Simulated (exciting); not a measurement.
# Ge K-edge absorption of LiGeN, all-electron BSE, part 2 of 3

Wanted: the near-edge spectrum and the bound core excitons at the Ge K edge of LiGeN.

exciting sodium; X-ray absorption, core-level Bethe-Salpeter equation, exchange and statically screened direct term, Tamm-Dancoff, all-electron LAPW+lo LDA.

So far. Step 3 (A richer basis for the empty states): Against the first ground state the total energy moves by -7 meV an atom and the gap by 0.00 eV.

## (4) Screening, kernels and BSE for Ge atom 1

The absorber has 3 N at 2.00 Å (pyramidal, site symmetry 3m).

The input, input.xml:

```
<input>
  <title>LiGeN</title>
  <structure speciespath="." autormt="false" epslat="1.0e-5">
    <crystal>
      <basevect>5.6926271065 0.0000000000 0.0000000000</basevect>
      <basevect>-2.8463135532 4.9299596885 0.0000000000</basevect>
      <basevect>0.0000000000 0.0000000000 17.8001977489</basevect>
    </crystal>
    <species speciesfile="Ge.xml" rmt="2.127">
      <atom coord="0.0000000000 0.0000000000 0.9980230000"/>
      <atom coord="0.0000000000 0.0000000000 0.4980230000"/>
    </species>
    <species speciesfile="N.xml" rmt="1.542">
      <atom coord="0.6666666667 0.3333333333 0.1032230000"/>
      <atom coord="0.3333333333 0.6666666667 0.6032230000"/>
    </species>
    <species speciesfile="Li.xml" rmt="2.236">
      <atom coord="0.3333333333 0.6666666667 0.2433920000"/>
      <atom coord="0.6666666667 0.3333333333 0.7433920000"/>
    </species>
  </structure>
  <groundstate do="skip" xctype="LDA_PW" ngridk="5 5 2" rgkmax="7" gmaxvr="14" nempty="8" swidth="0.001" maxscl="100" epsengy="1e-5"/>
  <xs xstype="BSE" ngridk="5 5 2" ngridq="5 5 2" vkloff="0.097 0.273 0.493" rgkmax="7" nempty="31" gqmax="3" lmaxapwwf="5" lmaxemat="2" broad="0.03601" tevout="true">
    <energywindow intv="401.383 403.000" points="439"/>
    <screening screentype="full" nempty="53"/>
    <BSE xas="true" xasspecies="1" xasatom="1" xasedge="K" bsetype="singlet" nstlxas="1 27"/>
    <qpointset>
      <qpoint>0 0 0</qpoint>
    </qpointset>
    <plan>
      <doonly task="xsgeneigvec"/>
      <doonly task="writepmatxs"/>
      <doonly task="scrgeneigvec"/>
      <doonly task="scrwritepmat"/>
      <doonly task="screen"/>
      <doonly task="scrcoulint"/>
      <doonly task="exccoulint"/>
    </plan>
  </xs>
</input>
```

The input, input.xml for the last start (plan only):

```
  <plan>
    <doonly task="bse"/>
  </plan>
```

Started as:

```console
> OMP_NUM_THREADS=1 mpirun -n 4 exciting
> OMP_NUM_THREADS=4 exciting
```

Numbers of over 12 decimals in the logs are rounded to 6 here.

What it wrote:

```text
| EXCITING SODIUM started for task xsgeneigvec ( 301)                          =
One-shot GS runs for BSE calculations
One-shot GS runs for k+qmt/2 grids
Info(xsgeneigvec): Generating eigenvectors for Q-point      1
Info(xsgeneigvec): Generation of eigenvectors finished
| EXCITING SODIUM started for task writepmatxs ( 320)                          =
Info(writepmatxs): Momentum matrix elements finished
| EXCITING SODIUM started for task scrgeneigvec ( 401)                         =
One-shot GS runs for BSE calculations
One-shot GS runs for k+qmt/2 grids
Info(xsgeneigvec): Generating eigenvectors for Q-point      1
Using screening GS parameters.
Info(xsgeneigvec): Generation of eigenvectors finished
| EXCITING SODIUM started for task scrwritepmat ( 420)                         =
Info(writepmatxs): Momentum matrix elements finished
Info(scrwritepmat): Momentum matrix elements for screening finished
| EXCITING SODIUM started for task screen ( 430)                               =
Info(screenlauncher): Calculating screening for unshifted q-grid.
Info(screenlauncher): Number of q points:      10
Info(screenlauncher): lowest (partially)  unoccupied state:     23
Info(screenlauncher): highest (partially) occupied state  :     22
Info(screenlauncher): number of occupied states considered:   22
Info(screenlauncher): number of unoccupied states considered:   54
Info(screenlauncher): Starting loop over q-points
Info(screenlauncher): Screening for unshifted q-grid finished
Info(screenlauncher): Screening finished
| EXCITING SODIUM started for task scrcoulint ( 440)                           =
Info(scrcoulintlauncher): Setting up screened Coulomb interaction matrix W.
Info(scrcoulintlauncher): Using momentum transfer vectors from list :   1 to  1
Info(scrcoulintlauncher): Calculating screened Coulomb interaction matrix W
Info(scrcoulintlauncher): Momentum transfer list index: iqmt=  1
Info(scrcoulintlauncher): Momentum transfer: vqmtl=   0.000   0.000   0.000
Info(scrcoulintlauncher): Calculating RR block of W
Info(scrcoulint): Inspecting occupations...
Info(setranges_modxs): Number of non-reduced k-points:       50
Info(setranges_modxs): Number of states considered:       54
Info(setranges_modxs): Number of (partially) occupied states:       18
Info(setranges_modxs): Highest (partially) occupied states:       22
Info(setranges_modxs): Number of (partially) unoccupied states:       32
Info(setranges_modxs): Lowest (partially) unoccupied states:       23
Info(scrcoulint): Selecting transitions...
Info(select_transitions): Inspecting transitions in the  band interval:
  lowest occupied state:   1
  highest occupied state:   2
  lowest unoccupied state:  23
  highest unoccupied state:  49
  Opening gap with a scissor of:      0.000/H      0.000/eV
Info(select_transitions): Number of participating transitions:    2700
Info(scrcoulint): Size of file SCCLI will be about     0.055401 GB
Info(scrcoulint): Using q-grid
Info(scrcoulint): Number of reduced q-points:     10
Info(scrcoulint): Number of non-reduced q-points:     50
Info(scrcoulint): Calculating W(G1,G2,qr) fourier coefficients
Info(scrcoulint): Calculating W matrix elements
Info(scrcoulintlauncher): Screened coulomb interaction finished for iqmt=   1
| EXCITING SODIUM started for task exccoulint ( 441)                           =
Info(exccoulintlauncher): Setting up exchange interaction matrix V.
Info(exccoulintlauncher): Using momentum transfer vectors from list :   1 to  1
Info(exccoulintlauncher):Calculating exchange interaction matrix V
Info(exccoulintlauncher): Momentum transfer list index: iqmt=  1
Info(exccoulintlauncher): Momentum transfer: vqmtl=   0.000   0.000   0.000
Info(exccoulintlauncher): Calculating RR block of V
Info(exccoulint): Inspecting occupations...
Info(setranges_modxs): Number of non-reduced k-points:       50
Info(setranges_modxs): Number of states considered:       54
Info(setranges_modxs): Number of (partially) occupied states:       18
Info(setranges_modxs): Highest (partially) occupied states:       22
Info(setranges_modxs): Number of (partially) unoccupied states:       32
Info(setranges_modxs): Lowest (partially) unoccupied states:       23
Info(exccoulint): Selecting transitions...
Info(select_transitions): Inspecting transitions in the  band interval:
  lowest occupied state:   1
  highest occupied state:   2
  lowest unoccupied state:  23
  highest unoccupied state:  49
  Opening gap with a scissor of:      0.000/H      0.000/eV
Info(select_transitions): Number of participating transitions:    2700
Info(exccoulint): Size of file EXCLI will be about     0.055401 GB
Info(exccoulint): Generating plane wave matrix elements for momentum transfer iqmt=   1
  Timing (in seconds)	   :     414.166
Info(exccoulint): Generating V matrix elements
Info(exccoulint): Zeroing Coulomb potential at G+qmt index:  1
Info(exccoulintlauncher): Exchange interaction finished for iqmt=   1
| EXCITING SODIUM started for task bse ( 445)                                  =
Info(bselauncher): Init time:    0.526286
Info(bselauncher): Setting up and diagonalizing BSE Hamiltonian.
Info(bselauncher): Using momentum transfer vectors from list :   1 to  1
Info(bselauncher): Distributing qmt-points over   1 processes.
Info(bselauncher): BSE type: singlet
Info(bselauncher): Momentum transfer list index: iqmt=  1
Info(bselauncher): Momentum transfer: vqmtl=   0.000   0.000   0.000
Info(bse): Inspecting occupations...
Info(setranges_modxs): Number of non-reduced k-points:       50
Info(setranges_modxs): Number of states considered:       54
Info(setranges_modxs): Number of (partially) occupied states:       18
Info(setranges_modxs): Highest (partially) occupied states:       22
Info(setranges_modxs): Number of (partially) unoccupied states:       32
Info(setranges_modxs): Lowest (partially) unoccupied states:       23
Info(select_transitions): Inspecting transitions in the  band interval:
  lowest occupied state:   1
  highest occupied state:   2
  lowest unoccupied state:  23
  highest unoccupied state:  49
  Opening gap with a scissor of:      0.000/H      0.000/eV
Info(select_transitions): Number of participating transitions:    2700
Info(bse): Selecting transitions...
Info(bse):bsegap (eV): 10933.906799
Info(bse): Assembling BSE matrix
  RR/RA blocks of global BSE-Hamiltonian:
  Size of the Hamiltonian:    2700
  Number of k-points:      50
  Distributing matrix to   1 processes
  Local matrix shape   2700 x  2700
Info(bse): max local RAM needed for BSE matrices ~     0.108629 GB
Info(setup_bse_block): Setting up RR part of hamiltonian
Info(setup_bse_block): Singlet spin state
Info(bse): Diagonalizing RR Hamiltonian (TDA)
Info(bse): Invoking Lapack routine ZHEEVR
      2700 eigen solutions found in the interval:
         i1=       1 i2=    2700
Info(bse): Writing excition energies and oscillator strengths to text file.
Info(makespectrum_dist): Making spectrum using formula for coupling with time reversed AR basis.
Info(makespectrum_dist): Using formalism for vanishing momentum transfer.
Info(writederived): Writing quantities derived from the macroscopic dielectric function.
Info(bselauncher): Spectrum finished for iqmt=  1
Info(bselauncher): All done for BSE type singlet
```

It took 18 min on 4 MPI ranks of Arm Neoverse V2, shared host.

Wall time by task: xsgeneigvec 21 s, writepmatxs 7.6 s, scrgeneigvec 23 s, scrwritepmat 5.1 s, screen 3.5 min, scrcoulint 5.9 min, exccoulint 7 min, bse 13 s.

The Ge K spectrum of Ge atom 1 (energy from the Kohn–Sham onset, core level to the lowest empty state found on the meshes used, 10933.91 eV; the shifted mesh sets it, since it comes nearer the band minimum than the ground-state mesh; Im ε scaled to the maximum of the singlet run; cut below the end of the band set):

| E (eV) | isotropic | ε ⊥ c | ε ∥ c |
| --- | --- | --- | --- |
| -8.5 | 0.02 | 0.03 | 0.02 |
| -8.0 | 0.03 | 0.03 | 0.02 |
| -7.5 | 0.03 | 0.03 | 0.02 |
| -7.0 | 0.03 | 0.03 | 0.02 |
| -6.5 | 0.03 | 0.04 | 0.03 |
| -6.0 | 0.04 | 0.04 | 0.03 |
| -5.5 | 0.05 | 0.05 | 0.03 |
| -5.0 | 0.05 | 0.06 | 0.04 |
| -4.5 | 0.06 | 0.07 | 0.04 |
| -4.0 | 0.07 | 0.09 | 0.05 |
| -3.5 | 0.09 | 0.11 | 0.06 |
| -3.0 | 0.11 | 0.14 | 0.07 |
| -2.5 | 0.15 | 0.18 | 0.08 |
| -2.0 | 0.21 | 0.26 | 0.10 |
| -1.5 | 0.31 | 0.39 | 0.13 |
| -1.0 | 0.46 | 0.60 | 0.18 |
| -0.5 | 0.61 | 0.79 | 0.25 |
| 0.0 | 0.65 | 0.80 | 0.36 |
| 0.5 | 0.66 | 0.75 | 0.48 |
| 1.0 | 0.68 | 0.73 | 0.57 |
| 1.5 | 0.72 | 0.77 | 0.61 |
| 2.0 | 0.77 | 0.84 | 0.65 |
| 2.5 | 0.83 | 0.88 | 0.72 |
| 3.0 | 0.89 | 0.93 | 0.81 |
| 3.5 | 0.96 | 0.96 | 0.95 |
| 4.0 | 1.00 | 0.95 | 1.09 |
| 4.5 | 0.98 | 0.90 | 1.15 |
| 5.0 | 0.90 | 0.82 | 1.04 |
| 5.5 | 0.77 | 0.71 | 0.88 |
| 6.0 | 0.63 | 0.57 | 0.75 |
| 6.5 | 0.53 | 0.45 | 0.67 |
| 7.0 | 0.48 | 0.39 | 0.66 |
| 7.5 | 0.47 | 0.38 | 0.67 |
| 8.0 | 0.45 | 0.38 | 0.59 |
| 8.5 | 0.43 | 0.41 | 0.49 |
| 9.0 | 0.43 | 0.44 | 0.43 |
| 9.5 | 0.42 | 0.44 | 0.39 |
| 10.0 | 0.40 | 0.43 | 0.35 |
| 10.5 | 0.38 | 0.41 | 0.31 |
| 11.0 | 0.33 | 0.36 | 0.28 |
| 11.5 | 0.29 | 0.31 | 0.26 |
| 12.0 | 0.27 | 0.28 | 0.25 |
| 12.5 | 0.26 | 0.27 | 0.24 |
| 13.0 | 0.26 | 0.28 | 0.23 |
| 13.5 | 0.26 | 0.28 | 0.21 |
| 14.0 | 0.26 | 0.30 | 0.20 |
| 14.5 | 0.27 | 0.31 | 0.19 |
| 15.0 | 0.28 | 0.32 | 0.19 |
| 15.5 | 0.27 | 0.32 | 0.19 |

Maxima (height): 4.1 eV (1.00).

The Hamiltonian has 2700 rows. The lowest groups of eigenvalues and the brightest ones, on the scale above. Core spinors bring spin-forbidden partners, so dark means forbidden by spin or by symmetry, and the shifted mesh splits states that symmetry would keep together:

| energy (eV) | states within 10 meV | relative strength |
| --- | --- | --- |
| -0.590 | 2 | 0.75 |
| -0.509 | 2 | 1.00 |
| -0.337 | 2 | 0.24 |
| -0.210 | 2 | 0.0046 |
| -0.098 | 2 | 0.22 |
| -0.059 | 2 | 0.026 |
| 3.419 | 2 | 0.30 |
| 3.447 | 4 | 0.23 |
| 3.878 | 4 | 0.44 |

## (5) Independent particles

input.xml: that of step 4 with these lines changed.

```diff
@@ -25,3 +25,3 @@
     <screening screentype="full" nempty="53"/>
-    <BSE xas="true" xasspecies="1" xasatom="1" xasedge="K" bsetype="singlet" nstlxas="1 27"/>
+    <BSE xas="true" xasspecies="1" xasatom="1" xasedge="K" bsetype="IP" nstlxas="1 27"/>
     <qpointset>
@@ -30,9 +30,3 @@
     <plan>
-      <doonly task="xsgeneigvec"/>
-      <doonly task="writepmatxs"/>
-      <doonly task="scrgeneigvec"/>
-      <doonly task="scrwritepmat"/>
-      <doonly task="screen"/>
-      <doonly task="scrcoulint"/>
-      <doonly task="exccoulint"/>
+      <doonly task="bse"/>
     </plan>
```

Started as:

```console
> OMP_NUM_THREADS=4 exciting
```

What it wrote:

```text
| EXCITING SODIUM started for task bse ( 445)                                  =
Info(bselauncher): Init time:    0.565275
Info(bselauncher): Setting up and diagonalizing BSE Hamiltonian.
Info(bselauncher): Using momentum transfer vectors from list :   1 to  1
Info(bselauncher): Distributing qmt-points over   1 processes.
Info(bselauncher): BSE type: IP
Info(bselauncher): Momentum transfer list index: iqmt=  1
Info(bselauncher): Momentum transfer: vqmtl=   0.000   0.000   0.000
Info(bse): Inspecting occupations...
Info(setranges_modxs): Number of non-reduced k-points:       50
[...]
highest unoccupied state:  49
  Opening gap with a scissor of:      0.000/H      0.000/eV
Info(select_transitions): Number of participating transitions:    2700
Info(bse): Selecting transitions...
Info(bse):bsegap (eV): 10933.906799
Info(bse): IP requested, nothing much to do
Info(bse): Writing excition energies and oscillator strengths to text file.
Info(makespectrum_dist): Making spectrum using formula for coupling with time reversed AR basis.
Info(makespectrum_dist): Using formalism for vanishing momentum transfer.
Info(writederived): Writing quantities derived from the macroscopic dielectric function.
Info(bselauncher): Spectrum finished for iqmt=  1
Info(bselauncher): All done for BSE type IP
```

The job ended after 1.5 s (4 threads).

Maxima (height): 6.3 eV (1.01). Against the singlet run the r.m.s. difference is 54 %. Moving the earlier curve by +2.9 eV leaves 19 %. The highest maximum lies at 6.3 eV (1.01), against 4.1 eV (1.00).

## (6) Exchange alone

input.xml: that of step 5 with these lines changed.

```diff
@@ -25,3 +25,3 @@
     <screening screentype="full" nempty="53"/>
-    <BSE xas="true" xasspecies="1" xasatom="1" xasedge="K" bsetype="IP" nstlxas="1 27"/>
+    <BSE xas="true" xasspecies="1" xasatom="1" xasedge="K" bsetype="RPA" nstlxas="1 27"/>
     <qpointset>
```

Started as:

```console
> OMP_NUM_THREADS=4 exciting
```

What it wrote:

```text
| EXCITING SODIUM started for task bse ( 445)                                  =
Info(bselauncher): Init time:    0.564752
Info(bselauncher): Setting up and diagonalizing BSE Hamiltonian.
Info(bselauncher): Using momentum transfer vectors from list :   1 to  1
Info(bselauncher): Distributing qmt-points over   1 processes.
Info(bselauncher): BSE type: RPA
Info(bselauncher): Momentum transfer list index: iqmt=  1
Info(bselauncher): Momentum transfer: vqmtl=   0.000   0.000   0.000
Info(bse): Inspecting occupations...
Info(setranges_modxs): Number of non-reduced k-points:       50
[...]
Info(setup_bse_block): Setting up RR part of hamiltonian
Info(setup_bse_block): Using RPA approximation
Info(bse): Diagonalizing RR Hamiltonian (TDA)
Info(bse): Invoking Lapack routine ZHEEVR
      2700 eigen solutions found in the interval:
         i1=       1 i2=    2700
Info(bse): Writing excition energies and oscillator strengths to text file.
Info(makespectrum_dist): Making spectrum using formula for coupling with time reversed AR basis.
Info(makespectrum_dist): Using formalism for vanishing momentum transfer.
Info(writederived): Writing quantities derived from the macroscopic dielectric function.
Info(bselauncher): Spectrum finished for iqmt=  1
Info(bselauncher): All done for BSE type RPA
```

The job ended after 48 s (4 threads).

Maxima (height): 6.3 eV (1.01). The spectrum is that of the independent-particle run within 1 %.

## (7) Direct term alone

input.xml: that of step 6 with these lines changed.

```diff
@@ -25,3 +25,3 @@
     <screening screentype="full" nempty="53"/>
-    <BSE xas="true" xasspecies="1" xasatom="1" xasedge="K" bsetype="RPA" nstlxas="1 27"/>
+    <BSE xas="true" xasspecies="1" xasatom="1" xasedge="K" bsetype="triplet" nstlxas="1 27"/>
     <qpointset>
```

Started as:

```console
> OMP_NUM_THREADS=4 exciting
```

What it wrote:

```text
| EXCITING SODIUM started for task bse ( 445)                                  =
Info(bselauncher): Init time:    1.413779
Info(bselauncher): Setting up and diagonalizing BSE Hamiltonian.
Info(bselauncher): Using momentum transfer vectors from list :   1 to  1
Info(bselauncher): Distributing qmt-points over   1 processes.
Info(bselauncher): BSE type: triplet
Info(bselauncher): Momentum transfer list index: iqmt=  1
Info(bselauncher): Momentum transfer: vqmtl=   0.000   0.000   0.000
Info(bse): Inspecting occupations...
[...]
Info(setup_bse_block): Setting up RR part of hamiltonian
Info(setup_bse_block): Triplet spin state
Info(bse): Diagonalizing RR Hamiltonian (TDA)
Info(bse): Invoking Lapack routine ZHEEVR
      2700 eigen solutions found in the interval:
         i1=       1 i2=    2700
Info(bse): Writing excition energies and oscillator strengths to text file.
Info(makespectrum_dist): Making spectrum using formula for coupling with time reversed AR basis.
Info(makespectrum_dist): Using formalism for vanishing momentum transfer.
Info(writederived): Writing quantities derived from the macroscopic dielectric function.
Info(bselauncher): Spectrum finished for iqmt=  1
Info(bselauncher): All done for BSE type triplet
```

It took 44 s on 4 threads.

Maxima (height): 4.1 eV (1.00). The spectrum is that of the singlet run within 1 %.

## (8) Broadening

Changed against the first singlet run: half width (eV) from 0.98 to 0.24.

input.xml: that of step 7 with these lines changed.

```diff
@@ -22,6 +22,6 @@
   <groundstate do="skip" xctype="LDA_PW" ngridk="5 5 2" rgkmax="7" gmaxvr="14" nempty="8" swidth="0.001" maxscl="100" epsengy="1e-5"/>
-  <xs xstype="BSE" ngridk="5 5 2" ngridq="5 5 2" vkloff="0.097 0.273 0.493" rgkmax="7" nempty="31" gqmax="3" lmaxapwwf="5" lmaxemat="2" broad="0.03601" tevout="true">
-    <energywindow intv="401.383 403.000" points="439"/>
+  <xs xstype="BSE" ngridk="5 5 2" ngridq="5 5 2" vkloff="0.097 0.273 0.493" rgkmax="7" nempty="31" gqmax="3" lmaxapwwf="5" lmaxemat="2" broad="0.00882" tevout="true">
+    <energywindow intv="401.383 403.000" points="549"/>
     <screening screentype="full" nempty="53"/>
-    <BSE xas="true" xasspecies="1" xasatom="1" xasedge="K" bsetype="triplet" nstlxas="1 27"/>
+    <BSE xas="true" xasspecies="1" xasatom="1" xasedge="K" bsetype="singlet" nstlxas="1 27"/>
     <qpointset>
```

Started as:

```console
> OMP_NUM_THREADS=4 exciting
```

What it wrote:

```text
| EXCITING SODIUM started for task bse ( 445)                                  =
Info(bselauncher): Init time:    0.700548
Info(bselauncher): Setting up and diagonalizing BSE Hamiltonian.
Info(bselauncher): Using momentum transfer vectors from list :   1 to  1
Info(bselauncher): Distributing qmt-points over   1 processes.
Info(bselauncher): BSE type: singlet
Info(bselauncher): Momentum transfer list index: iqmt=  1
Info(bselauncher): Momentum transfer: vqmtl=   0.000   0.000   0.000
Info(bse): Inspecting occupations...
[...]
Info(setup_bse_block): Setting up RR part of hamiltonian
Info(setup_bse_block): Singlet spin state
Info(bse): Diagonalizing RR Hamiltonian (TDA)
Info(bse): Invoking Lapack routine ZHEEVR
      2700 eigen solutions found in the interval:
         i1=       1 i2=    2700
Info(bse): Writing excition energies and oscillator strengths to text file.
Info(makespectrum_dist): Making spectrum using formula for coupling with time reversed AR basis.
Info(makespectrum_dist): Using formalism for vanishing momentum transfer.
Info(writederived): Writing quantities derived from the macroscopic dielectric function.
Info(bselauncher): Spectrum finished for iqmt=  1
Info(bselauncher): All done for BSE type singlet
```

Run time: 36 s. Hardware: 4 threads.

The spectrum differs from the singlet run by 29 % r.m.s. The highest maximum lies at 4.1 eV (1.39), against 4.1 eV (1.00). Only the width of each line changes; the area stays. A table step wider than the lines misses their tops.

| E (eV) | first run | this run |
| --- | --- | --- |
| -8.0 | 0.03 | 0.01 |
| -7.0 | 0.03 | 0.01 |
| -6.0 | 0.04 | 0.01 |
| -5.0 | 0.05 | 0.01 |
| -4.0 | 0.07 | 0.02 |
| -3.0 | 0.11 | 0.03 |
| -2.0 | 0.21 | 0.06 |
| -1.0 | 0.46 | 0.35 |
| 0.0 | 0.65 | 0.75 |
| 1.0 | 0.68 | 0.67 |
| 2.0 | 0.77 | 0.87 |
| 3.0 | 0.89 | 0.92 |
| 4.0 | 1.00 | 1.39 |
| 5.0 | 0.90 | 1.16 |
| 6.0 | 0.63 | 0.57 |
| 7.0 | 0.48 | 0.32 |
| 8.0 | 0.45 | 0.43 |
| 9.0 | 0.43 | 0.55 |
| 10.0 | 0.40 | 0.38 |
| 11.0 | 0.33 | 0.33 |
| 12.0 | 0.27 | 0.20 |
| 13.0 | 0.26 | 0.25 |
| 14.0 | 0.26 | 0.26 |
| 15.0 | 0.28 | 0.32 |

[end of part 2 of 3]

[Banner, clock and machine lines of the logs are left out without a mark of their own.]

[Logs are printed without paths, hosts, clocks, repeated set-up lines and the standing remarks that a program may print on its own settings, such as how far it seeks lower states.]

[Hosts, paths, dates, database ids (printed as entryN), source tags and the programs' standing remarks are cut or masked in the printed files.]
